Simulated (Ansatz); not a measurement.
Planning a run of Ansatz 0.2.0 on Si3N4 (Fd-3m). The input:

```yaml
crystal:
  lattice:
    - [0.0, 3.893718, 3.893718]
    - [3.893718, 0.0, 3.893718]
    - [3.893718, 3.893718, 0.0]
  atoms:
    - { symbol: Si, position: [0.125, 0.125, 0.625] }
    - { symbol: Si, position: [0.125, 0.625, 0.125] }
    - { symbol: Si, position: [0.625, 0.125, 0.125] }
    - { symbol: Si, position: [0.125, 0.125, 0.125] }
    - { symbol: Si, position: [0.75, 0.75, 0.75] }
    - { symbol: Si, position: [0.5, 0.5, 0.5] }
    - { symbol: "N", position: [0.367563, 0.367563, 0.367563] }
    - { symbol: "N", position: [0.352689, 0.882437, 0.882437] }
    - { symbol: "N", position: [0.882437, 0.882437, 0.352689] }
    - { symbol: "N", position: [0.882437, 0.352689, 0.882437] }
    - { symbol: "N", position: [0.367563, 0.367563, 0.897311] }
    - { symbol: "N", position: [0.367563, 0.897311, 0.367563] }
    - { symbol: "N", position: [0.882437, 0.882437, 0.882437] }
    - { symbol: "N", position: [0.897311, 0.367563, 0.367563] }
kpoints:
  mp_grid: { grid: [4, 4, 4] }
hamiltonian:
  xc: pbe
  pseudopotentials: { kind: paw, source: ansatz }
scf:
  occupations: { method: fixed }
gw:
  n_empty_bands: 268
  ecut_chi: 100
  qp_bands: [v4, c4]
  qp_kpoints: band_edges
  screening: { model: contour_deformation }
```

```sh
ansatz run input.yaml --threads 2 --pin off --max-ram 92160MiB --backend cuda --events-out ev --progress --plain --runs-dir out --devices 1 --max-vram 13GiB
```

Estimate wall time and host memory on 1 × NVIDIA H100 80GB HBM3 (shared by 6 runs) with 2 threads of AMD EPYC 7R13 (Zen 3), shared host.

It took 27 s; on shared hardware allow 14 s to 55 s. Peak host memory was 1.6 GiB. The sizes that set the cost: 6855 plane waves a state, 8 irreducible k points, 300 bands summed, 283 plane waves in the screening and 8 SCF cycles.

The screening grows as filled bands × empty bands × pairs of k points, times the square of the screening basis for the matrix.

[Paths, hosts, dates, memory and timing lines, banners, echoed tables and standing remarks are left out of the program output.]

[Logs are printed without paths, hosts, clocks, repeated set-up lines and the standing remarks that a program may print on its own settings, such as how far it seeks lower states.]

[Runs of the session that timed out or met a known fault of the program may be left out.]

[Cells called generated may have been cut or substituted from an entry of the Crystallography Open Database or the Materials Project.]

[Hosts, paths, dates, database ids (printed as entryN), source tags and the programs' standing remarks are cut or masked in the printed files.]
